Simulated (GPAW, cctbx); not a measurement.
## CaFeGeH: what bonding does to one electron reflection, worked out

CaFeGeH, P4/nmm (no. 129, origin choice 1), a = 3.8233 Å, b = 3.8233 Å, c = 8.4316 Å, α = 90.00°, β = 90.00°, γ = 90.00°.

```csv
atom,mult.,x,y,z
Ge1,2,0,1/2,0.3275
Fe1,2,1/2,1/2,1/2
Ca1,2,0,1/2,0.8552
H1,2,1/2,1/2,0
```

The start was made by putting kin elements into a known structure type; the compound need not exist, or be stable, in this form.

A DFT run (GPAW, PBE, 550 eV, 6×6×3 k-points (along the axes of the calculation cell), Fermi–Dirac width 0.1 eV, spin-polarised) gives the static X-ray structure factor of 002 as 7.463 e for the conventional cell; superposed free atoms give 6.801 e. **Problem.** Find the Fourier component V of the crystal potential and the two-beam extinction distance at 80 kV in both cases.

## Step 1: Geometry

The cell volume is Ω = 123.25 Å³ and d(002) = 4.2158 Å, so g = 1/d = 0.2372 Å⁻¹.

## Step 2: The nuclei

Electrons feel nuclei as well as electrons, so the nuclear charges are summed with the same phases.

Phase sums Σ exp(2πi h·x), turned so that the total is real and positive: Ge -1.125, Fe +2.000, Ca -0.492, H +2.000. Then F_Z = 32 × (-1.125) + 26 × (+2.000) + 20 × (-0.492) + 1 × (+2.000) = 8.16 e. The electron term has the same sign for this reflection.

## Step 3: Mott–Bethe

Poisson's equation, term by term, gives V = (e/4πε₀)(F_Z − F)/(πΩg²), with e/4πε₀ = 14.3996 V Å.

The prefactor is 14.3996 × 4.2158²/(π × 123.25) = 0.66094 V per electron. Free atoms: (8.16 − 6.801) × 0.66094 = 0.898 V. Crystal: (8.16 − 7.463) × 0.66094 = 0.461 V. F changes by +9.73 % and V by -48.7 %: the same 0.66 e is measured against F_Z − F = 1.4 e in place of F = 6.8 e.

## Step 4: Extinction distance

In the two-beam case ξ = 1/(λU) with U = 2γm₀eV/h², that is ξ = 150.41 V Å²/(γλV).

At 80 kV, λ = 0.04176 Å and γ = 1.1566. Free atoms: ξ = 3468 Å. Crystal: ξ = 6763 Å. The thickness fringes go as sin²(πt/ξ), so the two patterns slip by a quarter of a period when t|1/ξ₁ − 1/ξ₀| = 1/4, at t ≈ 178 nm. Thermal motion, absorption and many-beam coupling, left out here, change a real pattern.

## Step 5: Answer

V(002) is 0.46 V against 0.90 V, and ξ is 6763 against 3468 Å. Limits: static atoms, two beams; a ferromagnetic start is the only order tried, and the real ground state may be antiferromagnetic or insulating.

[Outputs are excerpts: Python notices, other lines and further rows are left out; steps that failed or that the build refused (PBEsol, TPSS) are not shown.]

[Logs are printed without paths, hosts, clocks, repeated set-up lines and the standing remarks that a program may print on its own settings, such as how far it seeks lower states.]
